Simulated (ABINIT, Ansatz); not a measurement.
# BaZrO3 (Pm-3m): third-order response

Which lines does BaZrO3 (Pm-3m) show in Raman and infrared spectra?

Main program and level: ABINIT 10.8.3; DFT LDA, scalar-relativistic, plane waves, PseudoDojo norm-conserving pseudopotentials.

Experimental background.

For BaZrO3, cubic perovskite (solid-state synthesised powder, 300 K), “EXAFS study of lead-free relaxor ferroelectric BaTi(1-x)Zr(x)O3 at the Zr K-edge” (2006, arxiv:cond-mat/0602127) gives, by X-ray diffraction: lattice constant a (cubic cell parameter) 4.192 ± 0.001 Å.

“Broadband dielectric spectroscopy of Ba(Zr,Ti)O3: dynamics of relaxors and diffuse ferroelectrics” (2013, arxiv:1312.3131) quotes from earlier work for BaZrO3, cubic perovskite (ceramic, earlier study, 10 K): static dielectric constant (static permittivity) about 40 [polycrystalline ceramic; value quoted from the authors' earlier paper].

## 1. Starting point

Symmetry: Pm-3m, No. 221, cubic system. Conventional cell: a = 4.191 Å, b = 4.191 Å, c = 4.191 Å, α = 90.00°, β = 90.00°, γ = 90.00°. Nearest to Ba lie 12 O at 2.96 Å. Zr has 6 O at 2.10 Å nearest. O has 2 Zr at 2.10 Å and 4 Ba at 2.96 Å nearest. Farther neighbours and most contacts between anions are not listed.

Coordinates:

```cif
data_structure
_symmetry_space_group_name_H-M 'P 1'
_symmetry_Int_Tables_number 1
_cell_length_a 4.1913
_cell_length_b 4.1913
_cell_length_c 4.1913
_cell_angle_alpha 90.000
_cell_angle_beta 90.000
_cell_angle_gamma 90.000
_cell_volume 73.63
loop_
_atom_site_label
_atom_site_type_symbol
_atom_site_fract_x
_atom_site_fract_y
_atom_site_fract_z
_atom_site_occupancy
Ba1 Ba 0.00000 0.00000 0.00000 1
Zr2 Zr 0.50000 0.50000 0.50000 1
O3 O 0.00000 0.50000 0.50000 1
O4 O 0.50000 0.00000 0.50000 1
O5 O 0.50000 0.50000 0.00000 1
```

## 2. A probe with smearing

A first run with smearing and empty bands tells whether the crystal has a gap, which decides between fixed occupations and smearing later on.

probe.abi

```
# ground state
tolvrs 1.0d-08
prtden 1
prtwf 1

# basis, mesh and filling
ecut 36.0
ngkpt 4 4 4
nshiftk 1
shiftk 0.0 0.0 0.0
istwfk *1
occopt 7
tsmear 0.005
nband 29
nstep 100
diemac 9.0
prtebands 0
prtgsr 0

# cell and atoms
acell 3*1.0 Angstrom
rprim 
    4.19134 0.0 0.0
    0.0 4.19134 0.0
    0.0 0.0 4.19134
ntypat 3
znucl 56 40 8
natom 5
typat 1 2 3 3 3
xred 
    0.0 0.0 0.0
    0.5 0.5 0.5
    0.0 0.5 0.5
    0.5 0.0 0.5
    0.5 0.5 0.0
pp_dirpath "./pseudo"
pseudos "Ba.upf, Zr.upf, O.upf"
```

Started as:

```sh
$ OMP_NUM_THREADS=1 mpirun -n 10 abinit probe.abi > probe.log
```

Numbers of over 12 decimals in the logs are rounded to 6 here.

probe.abo, the main output file:

```text
[banners, grids, parts of the stress and lines that vanish by symmetry left out]
- input  file    -> probe.abi
- output file    -> probe.abo
- root for input  files -> probei
[...]
Symmetries : space group Pm -3 m (#221); Bravais cP (primitive cubic)
[...]
mpw =        5142          nfft =       91125          nkpt =          10
[...]
== DATASET  1 ==================================================================
[...]
cutoff_energies: {ecut:  36.0, pawecutdg:  -1.0, }
[...]
ETOT  1  -128.27107919856    -1.283E+02 8.193E-02 1.401E+03
 ETOT  2  -127.14069221864     1.130E+00 5.262E-02 4.333E+03
 ETOT  3  -128.73418689830    -1.593E+00 1.215E-02 8.812E+01
 ETOT  4  -128.75838781035    -2.420E-02 1.813E-03 1.284E+01
 ETOT  5  -128.76031314091    -1.925E-03 8.980E-04 2.799E+00
[...]
ETOT  9  -128.76123655083    -1.327E-08 2.280E-04 5.400E-07
 ETOT 10  -128.76123655098    -1.520E-10 2.917E-04 5.102E-09
 At SCF step   10       vres2   =  5.10E-09 < tolvrs=  1.00E-08 =>converged.
[...]
sigma(1 1)=  1.91558301E-04  sigma(3 2)=  0.00000000E+00
  sigma(2 2)=  1.91558301E-04  sigma(3 1)=  0.00000000E+00
  sigma(3 3)=  1.91558301E-04  sigma(2 1)=  0.00000000E+00
[...]
convergence: {deltae: -1.520E-10, res2:  5.102E-09, residm:  2.917E-04, diffor: null, }
etotal    :  -1.28761237E+02
[...]
sigma(1 1)=  1.91558301E-04  sigma(3 2)=  0.00000000E+00
  sigma(2 2)=  1.91558301E-04  sigma(3 1)=  0.00000000E+00
  sigma(3 3)=  1.91558301E-04  sigma(2 1)=  0.00000000E+00
[...]
- sigma(1 1)=  5.63583980E+00  sigma(3 2)=  0.00000000E+00
- sigma(2 2)=  5.63583980E+00  sigma(3 1)=  0.00000000E+00
- sigma(3 3)=  5.63583980E+00  sigma(2 1)=  0.00000000E+00
[...]
fcart     -0.0000000000E+00 -0.0000000000E+00 -0.0000000000E+00
           strten      1.9155830127E-04  1.9155830127E-04  1.9155830127E-04
================================================================================

[key lines of the parts left out:]
pressure_GPa:  -5.6358E+00
```

Elapsed: 8.4 s, on 10 MPI ranks of Arm Neoverse V2, shared host; 83 s of CPU time.

Read from the output:

```
volume per atom   : 14.73 Å³
pressure          : -5.636 GPa
gap on the k-mesh : 3.104 eV
```

A gap of 3.1 eV opens on this mesh, so the crystal is taken as an insulator; the printed pressure holds the stress of the finite basis too.

## 3. Relaxing the cell and atoms

The harmonic expansion needs vanishing forces, and a free crystal bears no stress, so cell and atoms are brought to rest. Stress is more sensitive to the basis than forces are: the last 3 Ha under the cutoff are smoothed with ecutsm, and the cutoff is raised above that of the later runs.

relax.abi

```
# relaxation
ionmov 2
optcell 2
dilatmx 1.08
ntime 40
tolmxf 1.0d-05
tolvrs 1.0d-14
prtwf 0
prtden 0
chksymtnons 0

# basis, mesh and filling
ecut 44.0
ecutsm 3.0
ngkpt 6 6 6
nshiftk 1
shiftk 0.0 0.0 0.0
istwfk *1
occopt 1
nband 20
nstep 100
diemac 9.0
prtebands 0
prtgsr 0

# cell and atoms
acell 3*1.0 Angstrom
rprim 
    4.19134 0.0 0.0
    0.0 4.19134 0.0
    0.0 0.0 4.19134
ntypat 3
znucl 56 40 8
natom 5
typat 1 2 3 3 3
xred 
    0.0 0.0 0.0
    0.5 0.5 0.5
    0.0 0.5 0.5
    0.5 0.0 0.5
    0.5 0.5 0.0
pp_dirpath "./pseudo"
pseudos "Ba.upf, Zr.upf, O.upf"
```

Started as:

```sh
$ OMP_NUM_THREADS=1 mpirun -n 16 abinit relax.abi > relax.log
```

relax.abo, the main output file:

```text
[banners, grids, parts of the stress and lines that vanish by symmetry left out]
- input  file    -> relax.abi
- output file    -> relax.abo
- root for input  files -> relaxi
[...]
Symmetries : space group Pm -3 m (#221); Bravais cP (primitive cubic)
[...]
mpw =        8746          nfft =      157464          nkpt =          20
[...]
== DATASET  1 ==================================================================
[...]
-    --> not optimal distribution: autoparal keyword recommended in input file <--
[...]
cutoff_energies: {ecut:  44.0, pawecutdg:  -1.0, }
[...]
ETOT  1  -128.32089738385    -1.283E+02 2.104E-01 1.289E+03
 ETOT  2  -128.45278006156    -1.319E-01 4.065E-03 1.359E+03
 ETOT  3  -128.72819183511    -2.754E-01 2.603E-03 1.914E+02
 ETOT  4  -128.76013497379    -3.194E-02 3.091E-04 1.518E+01
 ETOT  5  -128.76166512512    -1.530E-03 3.342E-05 5.691E+00
[...]
At SCF step   19       vres2   =  8.36E-15 < tolvrs=  1.00E-14 =>converged.
[...]
sigma(1 1)=  1.66737858E-04  sigma(3 2)=  0.00000000E+00
  sigma(2 2)=  1.66737858E-04  sigma(3 1)=  0.00000000E+00
  sigma(3 3)=  1.66737858E-04  sigma(2 1)=  0.00000000E+00
[...]
convergence: {deltae:  4.746E-12, res2:  8.358E-15, residm:  4.158E-19, diffor: null, }
etotal    :  -1.28762645E+02
[...]
ETOT  1  -128.75568709623    -1.288E+02 1.244E-04 9.035E+01
[...]
At SCF step   15       vres2   =  3.09E-16 < tolvrs=  1.00E-14 =>converged.
[...]
sigma(1 1)=  8.58004046E-05  sigma(3 2)=  0.00000000E+00
  sigma(2 2)=  8.58004046E-05  sigma(3 1)=  0.00000000E+00
  sigma(3 3)=  8.58004046E-05  sigma(2 1)=  0.00000000E+00
[...]
convergence: {deltae:  1.677E-12, res2:  3.089E-16, residm:  3.255E-19, diffor: null, }
etotal    :  -1.28763587E+02
[...]
ETOT  1  -128.75559960726    -1.288E+02 1.059E-03 9.654E+01
[...]
At SCF step   13       vres2   =  4.24E-15 < tolvrs=  1.00E-14 =>converged.
[...]
sigma(1 1)= -3.77109759E-06  sigma(3 2)=  0.00000000E+00
  sigma(2 2)= -3.77109759E-06  sigma(3 1)=  0.00000000E+00
  sigma(3 3)= -3.77109759E-06  sigma(2 1)=  0.00000000E+00
[...]
convergence: {deltae:  5.798E-12, res2:  4.236E-15, residm:  1.372E-17, diffor: null, }
etotal    :  -1.28763901E+02
[...]
ETOT  1  -128.76388614027    -1.288E+02 5.025E-10 1.765E-01
[...]
ETOT 12  -128.76390151985     5.713E-12 2.505E-18 1.660E-14
 ETOT 13  -128.76390151985    -2.274E-12 8.371E-20 4.117E-16
 At SCF step   13       vres2   =  4.12E-16 < tolvrs=  1.00E-14 =>converged.
[...]
sigma(1 1)=  7.78116375E-08  sigma(3 2)=  0.00000000E+00
  sigma(2 2)=  7.78116375E-08  sigma(3 1)=  0.00000000E+00
  sigma(3 3)=  7.78116375E-08  sigma(2 1)=  0.00000000E+00
[...]
convergence: {deltae: -2.274E-12, res2:  4.117E-16, residm:  8.371E-20, diffor: null, }
etotal    :  -1.28763902E+02
[...]
At Broyd/MD step   4, gradients are converged :
[...]
sigma(1 1)=  7.78116375E-08  sigma(3 2)=  0.00000000E+00
  sigma(2 2)=  7.78116375E-08  sigma(3 1)=  0.00000000E+00
  sigma(3 3)=  7.78116375E-08  sigma(2 1)=  0.00000000E+00
[...]
- sigma(1 1)=  2.28929741E-03  sigma(3 2)=  0.00000000E+00
- sigma(2 2)=  2.28929741E-03  sigma(3 1)=  0.00000000E+00
- sigma(3 3)=  2.28929741E-03  sigma(2 1)=  0.00000000E+00
[...]
fcart     -0.0000000000E+00 -0.0000000000E+00 -0.0000000000E+00
           strten      7.7811637482E-08  7.7811637491E-08  7.7811637491E-08
================================================================================

[key lines of the parts left out:]
pressure_GPa:  -2.2893E-03
Total energy (etotal) [Ha]= -1.28763901519850E+02
```

Elapsed: 70 s, on 16 MPI ranks.

Relaxation path:

```tsv
step	energy less that of the first step (eV)	largest force (eV/Å)	volume (Å³)
1	0.0000	0.0000	73.63
2	-0.0256	0.0000	72.53
3	-0.0342	0.0000	71.41
4	-0.0342	0.0000	71.46
```

```tsv
conventional cell, symmetrised	before	after	change
a (Å)	4.191	4.150	-1.0 %
b (Å)	4.191	4.150	-1.0 %
c (Å)	4.191	4.150	-1.0 %
volume (Å³/atom)	14.73	14.29	-2.9 %
```

This step gave:

```yaml
volume_per_atom: 14.29 Å³
pressure: -0.002289 GPa
```

The volume changes by -2.9 % in this run and stands -2.9 % from the first cell.

## 4. Ground state

First-order wavefunctions inherit every error of the ground state, hence the very tight tolvrs. The mesh is shifted off Γ, since shifted meshes converge sums over the zone faster.

gs.abi

```
# ground state
tolvrs 1.0d-16
prtden 1
prtwf 1

# basis, mesh and filling
ecut 36.0
ngkpt 6 6 6
nshiftk 1
shiftk 0.5 0.5 0.5
istwfk *1
occopt 1
nband 20
nstep 100
diemac 9.0
prtebands 0
prtgsr 0

# cell and atoms
acell 3*1.0 Angstrom
rprim 
    4.149715995 0.0 0.0
    0.0 4.149715995 0.0
    0.0 0.0 4.149715995
ntypat 3
znucl 56 40 8
natom 5
typat 1 2 3 3 3
xred 
    0.0 0.0 0.0
    0.5 0.5 0.5
    0.0 0.5 0.5
    0.5 0.0 0.5
    0.5 0.5 0.0
pp_dirpath "./pseudo"
pseudos "Ba.upf, Zr.upf, O.upf"
```

Started as:

```sh
$ OMP_NUM_THREADS=1 mpirun -n 16 abinit gs.abi > gs.log
```

gs.abo, the main output file:

```text
[banners, grids, parts of the stress and lines that vanish by symmetry left out]
- input  file    -> gs.abi
- output file    -> gs.abo
- root for input  files -> gsi
[...]
Symmetries : space group Pm -3 m (#221); Bravais cP (primitive cubic)
[...]
mpw =        4984          nfft =       91125          nkpt =          10
[...]
== DATASET  1 ==================================================================
[...]
-    --> not optimal distribution: autoparal keyword recommended in input file <--
[...]
cutoff_energies: {ecut:  36.0, pawecutdg:  -1.0, }
[...]
ETOT  1  -128.36721254609    -1.284E+02 1.773E-01 7.521E+02
 ETOT  2  -128.47534112656    -1.081E-01 1.759E-02 7.314E+02
 ETOT  3  -128.72889540754    -2.536E-01 5.565E-03 1.091E+02
 ETOT  4  -128.76191214521    -3.302E-02 2.587E-04 3.463E+00
 ETOT  5  -128.76160943011     3.027E-04 2.483E-05 4.233E+00
[...]
ETOT 19  -128.76287249855     5.571E-12 1.086E-20 1.051E-16
 ETOT 20  -128.76287249855     1.023E-12 1.309E-21 7.569E-18
 At SCF step   20       vres2   =  7.57E-18 < tolvrs=  1.00E-16 =>converged.
[...]
sigma(1 1)=  2.67816215E-05  sigma(3 2)=  0.00000000E+00
  sigma(2 2)=  2.67816215E-05  sigma(3 1)=  0.00000000E+00
  sigma(3 3)=  2.67816215E-05  sigma(2 1)=  0.00000000E+00
[...]
convergence: {deltae:  1.023E-12, res2:  7.569E-18, residm:  1.309E-21, diffor: null, }
etotal    :  -1.28762872E+02
[...]
sigma(1 1)=  2.67816215E-05  sigma(3 2)=  0.00000000E+00
  sigma(2 2)=  2.67816215E-05  sigma(3 1)=  0.00000000E+00
  sigma(3 3)=  2.67816215E-05  sigma(2 1)=  0.00000000E+00
[...]
- sigma(1 1)=  7.87942508E-01  sigma(3 2)=  0.00000000E+00
- sigma(2 2)=  7.87942508E-01  sigma(3 1)=  0.00000000E+00
- sigma(3 3)=  7.87942508E-01  sigma(2 1)=  0.00000000E+00
[...]
fcart     -0.0000000000E+00 -0.0000000000E+00 -0.0000000000E+00
           strten      2.6781621512E-05  2.6781621512E-05  2.6781621512E-05
================================================================================

[key lines of the parts left out:]
pressure_GPa:  -7.8794E-01
```

It took 9.4 s on 16 MPI ranks.

Numbers from this step:

- pressure: -0.7879 GPa

The cell stands at -0.79 GPa: the relaxation ran with a smoothed and higher cutoff and on another k mesh.

## 5. The gap at rest

Empty bands on the ground state's density check that the gap assumed so far is there in this cell.

gap.abi

```
# empty bands on the ground state's density
iscf -2
getden_filepath "gso_DEN"
tolwfr 1.0d-12
nbdbuf 2
prtwf 0

# basis, mesh and filling
ecut 36.0
ngkpt 6 6 6
nshiftk 1
shiftk 0.0 0.0 0.0
istwfk *1
occopt 1
nband 24
nstep 100
diemac 9.0
prtebands 0
prtgsr 0

# cell and atoms
acell 3*1.0 Angstrom
rprim 
    4.149715995 0.0 0.0
    0.0 4.149715995 0.0
    0.0 0.0 4.149715995
ntypat 3
znucl 56 40 8
natom 5
typat 1 2 3 3 3
xred 
    0.0 0.0 0.0
    0.5 0.5 0.5
    0.0 0.5 0.5
    0.5 0.0 0.5
    0.5 0.5 0.0
pp_dirpath "./pseudo"
pseudos "Ba.upf, Zr.upf, O.upf"
```

Started as:

```sh
$ OMP_NUM_THREADS=1 mpirun -n 16 abinit gap.abi > gap.log
```

gap.abo, the main output file:

```text
[banners, grids, parts of the stress and lines that vanish by symmetry left out]
- input  file    -> gap.abi
- output file    -> gap.abo
- root for input  files -> gapi
[...]
Symmetries : space group Pm -3 m (#221); Bravais cP (primitive cubic)
[...]
mpw =        5017          nfft =       91125          nkpt =          20
[...]
== DATASET  1 ==================================================================
[...]
-    --> not optimal distribution: autoparal keyword recommended in input file <--
[...]
cutoff_energies: {ecut:  36.0, pawecutdg:  -1.0, }
[...]
-outvars: echo values of variables after computation
            acell      1.8897261259E+00  1.8897261259E+00  1.8897261259E+00 Bohr
================================================================================
```

Wall time 10 s (16 MPI ranks); 2.7 min of CPU time.

Numbers from this step:

* gap on the k-mesh: 3.173 eV

In this cell the gap on the mesh is 3.2 eV, indirect (smallest direct 3.3 eV), so fixed occupations hold.

(Part 1 of 3 ends here.)

[Host names and launcher messages were left out of these logs when they were recorded.]

[Logs are printed without paths, hosts, clocks, repeated set-up lines and the standing remarks that a program may print on its own settings, such as how far it seeks lower states.]

[Hosts, paths, dates, database ids (printed as entryN), source tags and the programs' standing remarks are cut or masked in the printed files.]
